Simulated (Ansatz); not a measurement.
**A hypothetical structure for ScNi2Bi2**

This structure for ScNi2Bi2 is made up. Its elements were placed in a known structure type with a cell scaled to their sizes. What cell does the guess relax to, and how far off was it?

Method: DFT, PBE, plane-wave PAW, files of the set soft_1, scalar-relativistic, ferromagnetic start, cell and ions relaxed at zero pressure; PAW set soft_1, in Ansatz 0.2.0.

## Step 1: Starting point

It takes space group I4/mmm (No. 139, tetragonal). The conventional cell has a = 4.308 Å, b = 4.308 Å, c = 10.240 Å, α = 90.00°, β = 90.00°, γ = 90.00°. Nearest to Bi lie 4 Ni at 2.48 Å and 1 Bi at 2.65 Å and 4 Sc at 3.32 Å. Ni has 4 Bi at 2.48 Å and 4 Ni at 3.05 Å and 4 Sc at 3.35 Å nearest. Nearest to Sc lie 8 Bi at 3.32 Å and 8 Ni at 3.35 Å. Farther neighbours are not listed.

## Step 2: Relaxation of the guess

The guessed cell has no reason to be at equilibrium. It is relaxed with the atoms, within the space group of the guess.

The input, input.yaml:

```yaml
crystal:
  lattice:
    - [-2.154, 2.154, 5.12]
    - [2.154, -2.154, 5.12]
    - [2.154, 2.154, -5.12]
  atoms:
    - { symbol: Bi, position: [0.6293, 0.6293, 0.0] }
    - { symbol: Bi, position: [0.3707, 0.3707, 0.0] }
    - { symbol: Ni, position: [0.75, 0.25, 0.5], spin: 1.0 }
    - { symbol: Ni, position: [0.25, 0.75, 0.5], spin: 1.0 }
    - { symbol: Sc, position: [0.0, 0.0, 0.0] }
magnetization:
  spin_polarized: true
kpoints:
  mp_grid: { grid: [9, 9, 9] }
scf:
  occupations: { method: fermi_dirac, width: 0.05 }
hamiltonian:
  xc: pbe
  pseudopotentials: { kind: paw, azcp: { folder: soft_1 } }
relax:
  f_tol: 0.015
  max_steps: 70
  cell: {}
output:
  forces: true
  stress: true
```

On the command line:

```sh
ansatz run input.yaml --threads 4 --pin off --max-ram 8192MiB --backend cpu --events-out ev --progress --plain --runs-dir out
```

Numbers of over 12 decimals in the logs are rounded to 6 here.

Log:

```text
Engine: ansatz 0.2.0, aarch64-unknown-linux-gnu
Pseudopotentials: kind: paw
Pseudopotential: Bi, paw, valence charge 15, recommended cutoff 420 eV (normal), soft_1/Bi.paw.azcp
Pseudopotential: Ni, paw, valence charge 18, recommended cutoff 420 eV (normal), soft_1/Ni.paw.azcp
Pseudopotential: Sc, paw, valence charge 11, recommended cutoff 420 eV (normal), soft_1/Sc.paw.azcp
Functional definition: PBE
  parameter kappa = 0.804
  parameter beta = 0.066725
  exchange = pbe_x(kappa = kappa, mu = beta*pi^2/3)
  correlation = pbe_c(beta = beta)
Crystal: 5 atoms, lattice volume = 95.021 Å³
Basis set: ecut = 420 eV, 1857 PW (Γ), exchange–correlation on 80×80×80 points (8 copies of the dense FFT grid, shifted against one another)
Bands: 48, of which v1, the nominal top of the filled ones, is band 39 counted from 1 (38 counted from 0)
Symmetry: 16 space group operations
Space group: I4/mmm (ITA 139), of the structure as read, at distance tolerance 4.6e-5 Å
Magnetic group: BNS 139.531 (UNI 1191), of the structure as read, at distance tolerance 4.6e-5 Å
k-points: 75 of 729
Non-local potential: Bi, projectors of the file, l = 0: 2, l = 1: 2, l = 2: 2, l = 3: 1
Non-local potential: Ni, projectors of the file, l = 0: 3, l = 1: 2, l = 2: 3, l = 3: 1
Non-local potential: Sc, projectors of the file, l = 0: 3, l = 1: 2, l = 2: 3, l = 3: 1
PAW form: soft (Blöchl's): semilocal exchange-correlation on the pseudo side does not see the compensation charge
PAW one-centre angular grid: Bi, 590 points (default); XC on 64 Gauss nodes
PAW one-centre angular grid: Ni, 590 points (default); XC on 64 Gauss nodes
PAW one-centre angular grid: Sc, 590 points (default); XC on 64 Gauss nodes
Initial density: superposition of atomic densities (chi_scale 0.1, normalization cell, long waves kept (reshape's long-wave potential 0.00 eV rms))
Starting moments: Σ|m| = 2 μB on 2 of 5 sites
Initial wavefunctions: pseudopotential atomic-orbital guess
Functional: x = pbe(κ = 0.804, μ = 0.219515), c = pbe(β = 0.066725)
SCF iter   1: F=—  HF=-38608.789705 eV  |F-HF|=—  |Δ(HF+E_count)|=         —  Δρ=3.64e-2 (↑3.64e-2 ↓2.46e-2)  dr2=3.13e0  dr2_m=4.13e-1  M=0.945 μB ∫|m|=1.513 μB  β_m=0.30  ethr=3.10e-3  ⟨swp⟩=7.0  Hψ=27414  notcnv=0
Mixer restart at iter 1: flushing history
preconditioner: auto → Kerker (q_TF=auto, 2.634 Å⁻¹)  [metal: Δε(μ)=0.004 eV  Ē_g=12.824 eV  σ=0.050 eV  W_gap=0.02  n_scr=32 (ndim 8)  ℏωp=27.7 eV  f_vac=0.000  D(μ)=6.23/eV (n_scr^D=76)]
spin=Collinear: Kerker preconditioning applied to the charge; magnetization (m = ρ↑ − ρ↓) channel mixes plain (no charge-response kernel on spin).
SCF iter   2: F=—  HF=-38608.940118 eV  |F-HF|=—  |Δ(HF+E_count)|=   1.50e-1  Δρ=4.35e-2 (↑1.59e-2 ↓4.35e-2)  dr2=1.59e0  dr2_m=6.62e-1  M=0.602 μB ∫|m|=1.184 μB  β_m=0.43  ethr=3.10e-3  ⟨swp⟩=2.0  Hψ=9478  notcnv=0  defer=158
SCF iter   3: F=—  HF=-38610.974733 eV  |F-HF|=—  |Δ(HF+E_count)|=    2.03e0  Δρ=3.49e-2 (↑1.88e-2 ↓3.49e-2)  dr2=1.11e0  dr2_m=5.60e-1  M=0.438 μB ∫|m|=0.930 μB  β_m=0.22  ethr=2.06e-3  ⟨swp⟩=2.1  Hψ=10257  notcnv=0  defer=157
SCF iter   4: F=—  HF=-38611.703971 eV  |F-HF|=—  |Δ(HF+E_count)|=   7.29e-1  Δρ=3.30e-2 (↑1.24e-2 ↓3.30e-2)  dr2=1.03e0  dr2_m=4.04e-1  M=0.348 μB ∫|m|=0.743 μB  β_m=0.09  ethr=1.45e-3  ⟨swp⟩=2.0  Hψ=9515  notcnv=0  defer=221
SCF iter   5: F=—  HF=-38612.375594 eV  |F-HF|=—  |Δ(HF+E_count)|=   6.72e-1  Δρ=2.07e-2 (↑2.07e-2 ↓1.66e-2)  dr2=3.33e-1  dr2_m=2.56e-1  M=0.291 μB ∫|m|=0.620 μB  β_m=0.29  ethr=1.34e-3  ⟨swp⟩=2.2  Hψ=10007  notcnv=0  defer=223
SCF iter   6: F=—  HF=-38612.815010 eV  |F-HF|=—  |Δ(HF+E_count)|=   4.39e-1  Δρ=1.57e-2 (↑1.57e-2 ↓1.28e-2)  dr2=6.89e-1  dr2_m=3.48e-3  M=0.000 μB ∫|m|=0.067 μB  β_m=0.72  ethr=4.33e-4  ⟨swp⟩=3.1  Hψ=12997  notcnv=0  defer=220
SCF iter   7: F=—  HF=-38612.774922 eV  |F-HF|=—  |Δ(HF+E_count)|=         —  Δρ=1.29e-2 (↑5.80e-3 ↓1.29e-2)  dr2=2.75e-1  dr2_m=1.26e-2  M=-0.015 μB ∫|m|=0.027 μB  β_m=0.72  ethr=4.33e-4  ⟨swp⟩=2.1  Hψ=9051  notcnv=0  defer=216
Mixer restart at iter 7: flushing history
SCF iter   8: F=—  HF=-38612.883085 eV  |F-HF|=—  |Δ(HF+E_count)|=   1.08e-1  Δρ=1.31e-2 (↑1.31e-2 ↓1.06e-2)  dr2=2.82e-1  dr2_m=1.63e-3  M=-0.006 μB ∫|m|=0.012 μB  β_m=0.46  ethr=3.56e-4  ⟨swp⟩=3.0  Hψ=14974  notcnv=0  defer=216
SCF iter   9: F=—  HF=-38612.803039 eV  |F-HF|=—  |Δ(HF+E_count)|=   8.00e-2  Δρ=2.48e-3 (↑8.45e-4 ↓2.48e-3)  dr2=1.00e-2  dr2_m=1.61e-3  M=-0.006 μB ∫|m|=0.012 μB  β_m=0.60  ethr=3.56e-4  ⟨swp⟩=2.1  Hψ=11302  notcnv=0  defer=236
SCF iter  10: F=—  HF=-38612.803402 eV  |F-HF|=—  |Δ(HF+E_count)|=   3.63e-4  Δρ=1.01e-3 (↑1.01e-3 ↓7.49e-4)  dr2=1.07e-3  dr2_m=2.23e-5  M=-0.002 μB ∫|m|=0.004 μB  β_m=0.78  ethr=1.30e-5  ⟨swp⟩=2.0  Hψ=9996  notcnv=0  defer=236
SCF iter  11: F=—  HF=-38612.803574 eV  |F-HF|=—  |Δ(HF+E_count)|=   1.71e-4  Δρ=6.61e-4 (↑6.61e-4 ↓5.93e-4)  dr2=9.94e-4  dr2_m=2.37e-6  M=-0.001 μB ∫|m|=0.002 μB  β_m=0.89  ethr=1.39e-6  ⟨swp⟩=2.0  Hψ=9208  notcnv=0  defer=236
SCF iter  12: F=—  HF=-38612.803575 eV  |F-HF|=—  |Δ(HF+E_count)|=   1.39e-6  Δρ=9.20e-5 (↑9.20e-5 ↓5.20e-5)  dr2=1.16e-5  dr2_m=5.43e-7  M=-0.000 μB ∫|m|=0.001 μB  β_m=0.84  ethr=1.29e-6  ⟨swp⟩=2.0  Hψ=8328  notcnv=0  defer=236
SCF iter  13: F=—  HF=-38612.803572 eV  |F-HF|=—  |Δ(HF+E_count)|=   3.41e-6  Δρ=3.97e-5 (↑3.97e-5 ↓3.51e-5)  dr2=4.38e-6  dr2_m=2.78e-8  M=-0.000 μB ∫|m|=0.000 μB  β_m=0.92  ethr=1.50e-8  ⟨swp⟩=2.0  Hψ=12975  notcnv=0  defer=236
SCF iter  14: F=—  HF=-38612.803572 eV  |F-HF|=—  |Δ(HF+E_count)|=   1.72e-7  Δρ=7.91e-6 (↑5.41e-6 ↓7.91e-6)  dr2=1.58e-7  dr2_m=3.51e-9  M=-0.000 μB ∫|m|=0.000 μB  β_m=0.94  ethr=5.69e-9  ⟨swp⟩=2.0  Hψ=8453  notcnv=0  defer=236
SCF iter  15: F=—  HF=-38612.803572 eV  |F-HF|=—  |Δ(HF+E_count)|=   5.60e-9  Δρ=4.46e-6 (↑3.28e-6 ↓4.46e-6)  dr2=4.85e-8  dr2_m=5.04e-10  M=-0.000 μB ∫|m|=0.000 μB  β_m=0.97  ethr=2.05e-10  ⟨swp⟩=2.0  Hψ=8558  notcnv=0  defer=236
SCF iter  16: F=-38612.803572 eV  HF=-38612.803572 eV  |F-HF|=7.64e-10  |Δ(HF+E_count)|=   4.20e-9  Δρ=6.37e-7 (↑6.37e-7 ↓4.76e-7)  dr2=1.46e-9  dr2_m=1.45e-11  M=-0.000 μB ∫|m|=0.000 μB  ethr=6.30e-11  ⟨swp⟩=2.0  Hψ=21681  notcnv=0
WARN: the starting moments were not kept: the SCF closed with an absolute magnetisation of 6.7e-6 μB, where they sum to 2 μB in size (2 sites). That is at most 0.1 of that sum. Measured as dr2_m measures the in/out step, that magnetisation stands 1.0e-11 eV from none, at or under the dr2_threshold of 1.0e-7 eV: it is no larger than a step whose dr2_m would equal this threshold. The system may hold no moment; this SCF [...]
[...]
relax step  24: F+E_penalty+E_count = -38613.71414667 eV  Δ(F+E_penalty+E_count) = -2.711e-5 eV  max|allowed force component| = 4.364e-3 eV/Å  Δτ_max = 0.0002 Å  P = -0.041 GPa  Ω = 103.367 Å³  energy of the carried Pulay correction = +1.934e-4 eV  (10 SCF iters, dr2 threshold 2.55e-8 eV, accepted)
relax step  25: F+E_penalty+E_count = -38613.71949768 eV  Δ(F+E_penalty+E_count) = -5.351e-3 eV  max|allowed force component| = 6.533e-3 eV/Å  Δτ_max = 0.0000 Å  P = +0.101 GPa  Ω = 103.367 Å³  stress off target by 3.49e-1 GPa  SCF on the basis re-selected at this cell (its energy is not comparable with the rows above)  (15 SCF iters)
relax step  26: F+E_penalty+E_count = -38613.72080819 eV  Δ(F+E_penalty+E_count) = -1.311e-3 eV  max|allowed force component| = 3.413e-3 eV/Å  Δτ_max = 0.0042 Å  P = -0.044 GPa  Ω = 103.553 Å³  energy of the carried Pulay correction = -3.637e-5 eV  (9 SCF iters, dr2 threshold 3.04e-7 eV, accepted)
relax step  27: F+E_penalty+E_count = -38613.72083602 eV  Δ(F+E_penalty+E_count) = -2.783e-5 eV  max|allowed force component| = 1.280e-4 eV/Å  Δτ_max = 0.0003 Å  P = +0.002 GPa  Ω = 103.480 Å³  energy of the carried Pulay correction = -2.252e-5 eV  (9 SCF iters, dr2 threshold 6.46e-9 eV, accepted)
Basis set: ecut = 420 eV, 2005 PW (Γ), exchange–correlation on 120×120×120 points (8 copies of the dense FFT grid, shifted against one another)
iter 1 solved again at ethr=2.66e-7 eV; its pass at ethr=3.10e-3 eV (dr2=2.05e-4 eV) is discarded
SCF iter   1: F=—  HF=-38613.720460 eV  |F-HF|=—  |Δ(HF+E_count)|=         —  Δρ=1.26e-4 (↑1.26e-4 ↓1.26e-4)  dr2=1.40e-6  dr2_m=7.25e-12  M=-0.000 μB ∫|m|=0.000 μB  β_m=0.65  ethr=2.66e-7  ⟨swp⟩=3.0  Hψ=46978  notcnv=0
preconditioner: auto → Kerker (q_TF=auto, 2.284 Å⁻¹)  [metal: Δε(μ)=0.017 eV  Ē_g=12.935 eV  σ=0.050 eV  W_gap=0.08  n_scr=20 (ndim 8)  ℏωp=26.6 eV  f_vac=0.000  D(μ)=4.95/eV (n_scr^D=50)]
spin=Collinear: Kerker preconditioning applied to the charge; magnetization (m = ρ↑ − ρ↓) channel mixes plain (no charge-response kernel on spin).
SCF iter   2: F=—  HF=-38613.720796 eV  |F-HF|=—  |Δ(HF+E_count)|=   3.36e-4  Δρ=4.51e-5 (↑4.51e-5 ↓4.51e-5)  dr2=1.77e-7  dr2_m=6.83e-13  M=0.000 μB ∫|m|=0.000 μB  β_m=0.65  ethr=1.82e-9  ⟨swp⟩=1.8  Hψ=8314  notcnv=0
SCF iter   3: F=—  HF=-38613.720843 eV  |F-HF|=—  |Δ(HF+E_count)|=   4.73e-5  Δρ=1.91e-6 (↑1.91e-6 ↓1.88e-6)  dr2=7.59e-9  dr2_m=1.85e-13  M=0.000 μB ∫|m|=0.000 μB  β_m=0.55  ethr=2.30e-10  ⟨swp⟩=2.3  Hψ=11267  notcnv=0
SCF iter   4: F=—  HF=-38613.720843 eV  |F-HF|=—  |Δ(HF+E_count)|=   9.76e-9  Δρ=7.48e-7 (↑7.33e-7 ↓7.48e-7)  dr2=9.68e-10  dr2_m=9.65e-14  M=0.000 μB ∫|m|=0.000 μB  β_m=0.65  ethr=9.86e-12  ⟨swp⟩=2.0  Hψ=12974  notcnv=0
SCF iter   5: F=—  HF=-38613.720841 eV  |F-HF|=—  |Δ(HF+E_count)|=   1.94e-6  Δρ=3.31e-7 (↑3.24e-7 ↓3.31e-7)  dr2=5.39e-10  dr2_m=1.91e-14  M=0.000 μB ∫|m|=0.000 μB  β_m=0.70  ethr=1.26e-12  ⟨swp⟩=2.0  Hψ=11818  notcnv=0
SCF iter   6: F=—  HF=-38613.720841 eV  |F-HF|=—  |Δ(HF+E_count)|=  2.40e-10  Δρ=2.51e-7 (↑2.46e-7 ↓2.51e-7)  dr2=3.26e-10  dr2_m=7.06e-15  M=0.000 μB ∫|m|=0.000 μB  β_m=0.85  ethr=1.00e-12  ⟨swp⟩=1.1  Hψ=7210  notcnv=0
SCF iter   7: F=—  HF=-38613.720841 eV  |F-HF|=—  |Δ(HF+E_count)|=  1.24e-10  Δρ=1.28e-7 (↑1.27e-7 ↓1.28e-7)  dr2=1.64e-10  dr2_m=7.47e-16  M=0.000 μB ∫|m|=0.000 μB  β_m=0.83  ethr=1.00e-12  ⟨swp⟩=2.0  Hψ=7997  notcnv=0
SCF iter   8: F=—  HF=-38613.720841 eV  |F-HF|=—  |Δ(HF+E_count)|=  3.64e-11  Δρ=2.98e-8 (↑2.94e-8 ↓2.98e-8)  dr2=1.09e-11  dr2_m=8.58e-17  M=0.000 μB ∫|m|=0.000 μB  β_m=0.84  ethr=1.00e-12  ⟨swp⟩=1.2  Hψ=7233  notcnv=0
SCF iter   9: F=-38613.720841 eV  HF=-38613.720841 eV  |F-HF|=4.37e-11  |Δ(HF+E_count)|=  1.46e-11  Δρ=9.44e-8 (↑9.43e-8 ↓9.44e-8)  dr2=4.77e-11  dr2_m=3.16e-18  M=-0.000 μB ∫|m|=0.000 μB  ethr=1.00e-12  ⟨swp⟩=2.1  Hψ=20784  notcnv=0
the starting moments were not kept: the SCF closed with an absolute magnetisation of 3.3e-9 μB, where they sum to 2 μB in size (2 sites). That is at most 0.1 of that sum. Measured as dr2_m measures the in/out step, that magnetisation stands 1.0e-17 eV from none, at or under the dr2_threshold of 5.0e-11 eV: it is no larger than a step whose dr2_m would equal this threshold.
SCF 28 converged in 9 iterations: F = -38613.720841 eV  dr2 = 4.77e-11
relax step  28: F+E_penalty+E_count = -38613.72084146 eV  Δ(F+E_penalty+E_count) = -5.436e-6 eV  max|allowed force component| = 1.833e-4 eV/Å  Δτ_max = 0.0000 Å  P = +0.003 GPa  Ω = 103.480 Å³  stress off target by 4.24e-3 GPa  SCF on the basis re-selected at this cell (its energy is not comparable with the rows above)  (9 SCF iters)
basis re-selected at this cell: Δ(F+E_penalty+E_count) = -5.436e-6 eV, ΔP = +0.000 GPa vs the last step (what re-selecting the basis moved, of the pressure what is left beyond the Pulay correction that the steps carried, after the strain that the cell walked since its last selection, with what the two solves' SCF thresholds leave and, on support functions, any second-order correction that the steps lacked; it is no measure of the basis error at this ecutwfc). The dense FFT grid was sized anew with the basis: this SCF ran on 60×60×60 points, the steps before it on 54×54×54, so part of this shift can come from that change (see relax.cell in the input reference). [rest of the remark cut]
SCF converged after 9 iterations
Magnetization: -0.0000 μB (38.5000 up, 38.5000 down)
Absolute magnetization: 0.0000 μB (∫|ρ↑−ρ↓|, with the PAW one-centre terms)
Spin contamination: 0.0000 ħ² per cell (⟨S²⟩ above its minimum at these occupations)
Per-site moments (μB) at R_I (Å): [(3.777040030621311e-12, 1.107072), (3.777048760775092e-12, 1.107072), (-1.2507573890140126e-9, 1.068026), (-1.25075738053306e-9, 1.068026), (8.420182234282976e-12, 1.323930)]
Free energy (F): -38613.720841 eV
Harris-Foulkes:  -38613.720841 eV  (|F-HF|=4.37e-11)
Internal energy: -38613.678397 eV  (E = F + TS)
E sigma→0 (E₀):  -38613.699619 eV
Entropy (-TS):   -0.042445 eV (-8.489 meV/atom)
Fermi energy:    13.156554 eV
--- Per-component energies (eV) ---
  E_band       = -980.807929
  E_kinetic    = 1401.236059
  E_local      = -12776.228099  (includes V_loc(G=0)·N_el)
  E_nonlocal   = 730.376736
  E_hartree    = 6151.435921
  E_xc         = -611.503425
  E_vxc        = -655.282006  (∫ρ·V_xc dr)
  E_paw        = -25644.848136  (= ΣΔE_a)
  E_vpaw       = -1983.785439  (= ΣTr[D̂ρ^β])
  E_aug_tail   = 0.002071  (compensation charges beyond the density's cutoff)
  E_ewald      = -7864.149523
  E_smearing   = -0.042445  (= −TS)
  E_closure    = -0.000000  (closes the sum)
  Σ components = -38613.720841   (vs F -38613.720841, Δ=0.00e0)
--- Forces (eV/Å), atoms counted from 1 ---
  atom   1  Bi     0.00000000     0.00000000     0.00018327
  atom   2  Bi     0.00000000    -0.00000000    -0.00018327
  atom   3  Ni     0.00000000     0.00000000     0.00000000
  atom   4  Ni     0.00000000     0.00000000     0.00000000
  atom   5  Sc     0.00000000     0.00000000     0.00000000
  max |Σ_I F_I| component: 4.34e-18 eV/Å
--- Stress (GPa, compression-positive) ---
        0.004241       0.000000       0.000000
        0.000000       0.004241       0.000000
       -0.000000      -0.000000      -0.000258
  P = ⅓ Tr σ = 0.0027 GPa (0.027 kbar)
--- Relaxed structure (24 steps of the walk, 23 accepted, 4 SCFs on fresh bases) ---
  F+E_penalty+E_count = -38613.72084146 eV   max|allowed force component| = 1.833e-4 eV/Å   (the final SCF, on the basis selected at the relaxed cell)
  cell:  # Å, volume = 103.4802 Å³
    - [-1.830808, 1.830808, 7.718117]
    - [1.830808, -1.830808, 7.718117]
    - [1.830808, 1.830808, -7.718117]
  atoms:
    - { symbol: Bi, position: [0.622871, 0.622871, 0] }
    - { symbol: Bi, position: [0.377129, 0.377129, 0] }
    - { symbol: Ni, position: [0.75, 0.25, 0.5] }
    - { symbol: Ni, position: [0.25, 0.75, 0.5] }
    - { symbol: Sc, position: [-6.172752603115713e-19, -6.172752603115713e-19, 0] }
```

Elapsed: 6 min, on 4 threads of Arm Neoverse V2, shared host; peak memory 1 GiB.

The steps of the relaxation (22 of 28):

| step | energy less that of the first step (eV) | largest force component (eV/Å) | pressure (GPa) | volume (Å³) |
| --- | --- | --- | --- | --- |
| 1 | 0.0000 | 2.0412 | 13.03 | 95.02 |
| 2 | -0.5190 | 1.1555 | 4.49 | 103.77 |
| 4 | -0.6293 | 0.0944 | -0.15 | 108.38 |
| 5 | -0.6426 | 0.1079 | 0.00 | 107.95 |
| 6 | -0.6931 | 0.1081 | 0.07 | 106.57 |
| 7 | -0.7228 | 0.2720 | 0.10 | 105.11 |
| 9 | -0.7305 | 0.0006 | 0.01 | 104.92 |
| 10* | -0.7797 | 0.0144 | 0.83 | 104.92 |
| 11 | -0.8269 | 0.0421 | -0.13 | 105.53 |
| 13 | -0.8650 | 0.0869 | -0.14 | 104.19 |
| 14 | -0.8653 | 0.0795 | 0.08 | 104.14 |
| 15 | -0.8658 | 0.0021 | -0.04 | 104.15 |
| 16 | -0.8659 | 0.0005 | 0.01 | 104.02 |
| 18 | -0.8751 | 0.0253 | 0.16 | 103.78 |
| 19 | -0.8838 | 0.1067 | 0.11 | 103.43 |
| 20 | -0.8975 | 0.1886 | 0.19 | 102.95 |
| 22 | -0.5375 | 1.8522 | 1.13 | 108.03 |
| 23 | -0.9105 | 0.0063 | 0.08 | 103.19 |
| 24 | -0.9106 | 0.0044 | -0.04 | 103.37 |
| 25* | -0.9159 | 0.0065 | 0.10 | 103.37 |
| 27 | -0.9173 | 0.0001 | 0.00 | 103.48 |
| 28* | -0.9173 | 0.0002 | 0.00 | 103.48 |

Relaxation steps marked * repeat the geometry before them on a plane-wave basis chosen anew for their cell, so energy and pressure can jump there. Other such steps can lie between the rows shown. Relaxation step 22 was tried and not accepted.

Forces are held to the 16 operations that the run works with; a distortion that breaks them can't arise in this run.

| cell as run | before | after | change |
| --- | --- | --- | --- |
| a (Å) | 5.958 | 8.141 | +36.6 % |
| b (Å) | 5.958 | 8.141 | +36.6 % |
| c (Å) | 5.958 | 8.141 | +36.6 % |
| α (°) | 137.61 | 154.01 | +11.9 % |
| β (°) | 137.61 | 154.01 | +11.9 % |
| γ (°) | 61.50 | 37.09 | -39.7 % |
| volume (Å³/atom) | 19.00 | 20.70 | +8.9 % |

The atoms that moved most (Å, as changes of fractional coordinates times the final cell):

| atom | dx | dy | dz | length |
| --- | --- | --- | --- | --- |
| Bi1 | 0.000 | 0.000 | -0.099 | 0.099 |
| Bi2 | 0.000 | 0.000 | 0.099 | 0.099 |

Final coordinates:

```xyz
5
Lattice="-1.8308 1.8308 7.7181 1.8308 -1.8308 7.7181 1.8308 1.8308 -7.7181" Properties=species:S:1:pos:R:3 pbc="T T T"
Bi    0.0000    0.0000    9.6148
Bi    0.0000    0.0000    5.8215
Ni    0.0000    1.8308    3.8591
Ni    1.8308    0.0000    3.8591
Sc    0.0000    0.0000    0.0000
```

This step gave:

- free energy: -38613.7208 eV
- energy at zero smearing: -38613.6996 eV
- smearing term TS: 0.04244 eV
- Fermi energy: 13.16 eV
- electrons: 77
- symmetry operations: 16
- pressure: 0.002741 GPa

Shortest distances by pair of elements, guess and relaxed (not always the same contact):

| pair | guess (Å) | relaxed (Å) |
| --- | --- | --- |
| Ni–Ni | 3.046 | 2.589 |
| Bi–Ni | 2.483 | 2.684 |
| Bi–Sc | 3.322 | 3.210 |
| Bi–Bi | 2.648 | 3.662 |
| Sc–Sc | 4.308 | 3.662 |

The relaxation ends with a largest force component of 1.8e-4 eV/Å and a pressure of 0.00 GPa. No moment survives the cycle: this start ends non-magnetic.

## Step 3: Results

```
space group, relaxed : I4/mmm
conventional cell    : a = 3.662, b = 3.662, c = 15.436 Å; α = 90.0°, β = 90.0°, γ = 90.0°
volume per atom      : 20.70 Å³ (guess 19.00)
total moment         : 0.00 μB in the cell of 5 atoms
```

**Reading.** ScNi2Bi2 relaxes to I4/mmm with a = 3.662, b = 3.662 and c = 15.436 Å. The guessed volume was 8 % too small. The space group I4/mmm was held in the relaxation, so the end point is a stationary structure within it and may be a saddle against distortions or other arrangements. The moments died out from this one start and weren't seeded again at the relaxed cell. Mesh and cutoff weren't tested. A vector of the cell changed its length by 37 %, so the starting arrangement is largely lost and the mesh was laid for another shape. Spin-orbit coupling is left out, which can matter for elements this heavy. No dispersion term is used, so weakly bound directions may come out too long. Nothing here tests whether the compound is stable against decomposition.

[Logs are printed without paths, hosts, clocks, repeated set-up lines and the standing remarks that a program may print on its own settings, such as how far it seeks lower states.]

[Hosts, paths, dates, database ids (printed as entryN), source tags and the programs' standing remarks are cut or masked in the printed files.]
